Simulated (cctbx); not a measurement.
# Diagnosing a refinement

Cell a = 6.5190 Å, b = 10.9930 Å, c = 10.9860 Å, α = 90.00°, β = 90.00°, γ = 90.00°; space group Cccm (no. 66).

Simulated single-crystal data (cctbx): Mo Kα, λ = 0.71073 Å, to d = 0.6 Å, 50 % of the full sphere, strongest reflection 5000 counts, noise from counting, a 6 % proportional error and a noise floor of 15 counts (s.d.); no absorption.

An anisotropic refinement with weights 1/σ² prints:

```text
Rint 0.098, 977 unique reflections to 0.60 A
cycle     R1     wR2    GooF  max shift (A)
   1  0.1511  0.3319   3.686   0.01140
   2  0.0780  0.1830   2.032   0.00037
final R1 0.0782 wR2 0.1829 GooF 2.032  parameters 20  data/parameter 48.9
atom        x        y        z      Ueq    occ   su(xyz)  su(Uiso or U11)
Te1    0.25000  0.75000  0.31758   0.0054  1.000  0.00011  0.0005
Te2    0.26847  0.92838  0.00000   0.0074  1.000  0.00023  0.0005
Mn1    0.50000  0.00000  0.25000  -0.0068  1.000  0.00000  0.0010  NPD
Sr1    0.50283  0.74033  0.00000   0.0251  1.000  0.00054  0.0013
difference map: max 16.51 min -11.09 rms 1.73
Q1    0.0000  0.5000  0.2500    4   16.67  0.00 A from Mn1
Q2    0.0069  0.1627  0.0000    8    7.95  0.85 A from Sr1
Q3    0.2217  0.0604  0.5000    8    6.99  0.33 A from Te2
Q4    0.0000  0.0000  0.0000    4    6.84  1.92 A from Te2
Q5    0.1043  0.3513  0.0000    8    6.37  1.39 A from Sr1
Q6    0.0781  0.2115  0.4497   16    6.18  0.83 A from Sr1
```

Q: Accept it or mend it, and why?

Mend it. The fault: elements exchanged: Sr1 is Mn and Mn1 is Sr. Against the right model at the same level, R1 goes from 0.0399 to 0.0782 and GooF from 0.96 to 2.03, U of Mn1 shrinks from 0.0083 to -0.0068 Å², U of Sr1 swells from 0.0081 to 0.0251 Å², the top difference peak, 16.7 e/Å³, lies on Mn1 and Mn1 goes non-positive-definite. Sr1 has 13 electrons too many and its U swells to shed them, as expected; Mn1 has 13 electrons too few and its U shrinks to make up, as expected.

The compound is SrMn2Te4. The right model at the same level gives:

```text
Rint 0.098, 977 unique reflections to 0.60 A
cycle     R1     wR2    GooF  max shift (A)
   1  0.0402  0.0874   0.971   0.00065
   2  0.0399  0.0867   0.963   0.00000
final R1 0.0399 wR2 0.0867 GooF 0.963  parameters 20  data/parameter 48.9
atom        x        y        z      Ueq    occ   su(xyz)  su(Uiso or U11)
Te1    0.25000  0.75000  0.31772   0.0062  1.000  0.00005  0.0002
Te2    0.26819  0.92833  0.00000   0.0081  1.000  0.00010  0.0002
Sr1    0.50000  0.00000  0.25000   0.0083  1.000  0.00000  0.0005
Mn1    0.50280  0.74145  0.00000   0.0081  1.000  0.00024  0.0005
difference map: max 5.89 min -4.83 rms 1.14
Q1    0.0072  0.1596  0.0000    8    6.09  0.90 A from Mn1
Q2    0.1903  0.0638  0.5000    8    5.69  0.51 A from Te2
Q3    0.1850  0.3130  0.0691   16    4.48  1.48 A from Te1
Q4    0.1605  0.4788  0.5000    8    4.46  0.72 A from Te2
Q5    0.1651  0.1588  0.3895   16    4.42  1.69 A from Te2
Q6    0.1085  0.3491  0.0000    8    4.32  1.37 A from Mn1
```

Isotropic U is held between 0.0001 and 1 Å² by the program, and listed peak heights are interpolated, so they can pass the grid's maximum.

This is a model crystal, built by substitution and not relaxed, with assumed displacement parameters.

[Middle refinement cycles are left out of these outputs.]

[Logs are printed without paths, hosts, clocks, repeated set-up lines and the standing remarks that a program may print on its own settings, such as how far it seeks lower states.]
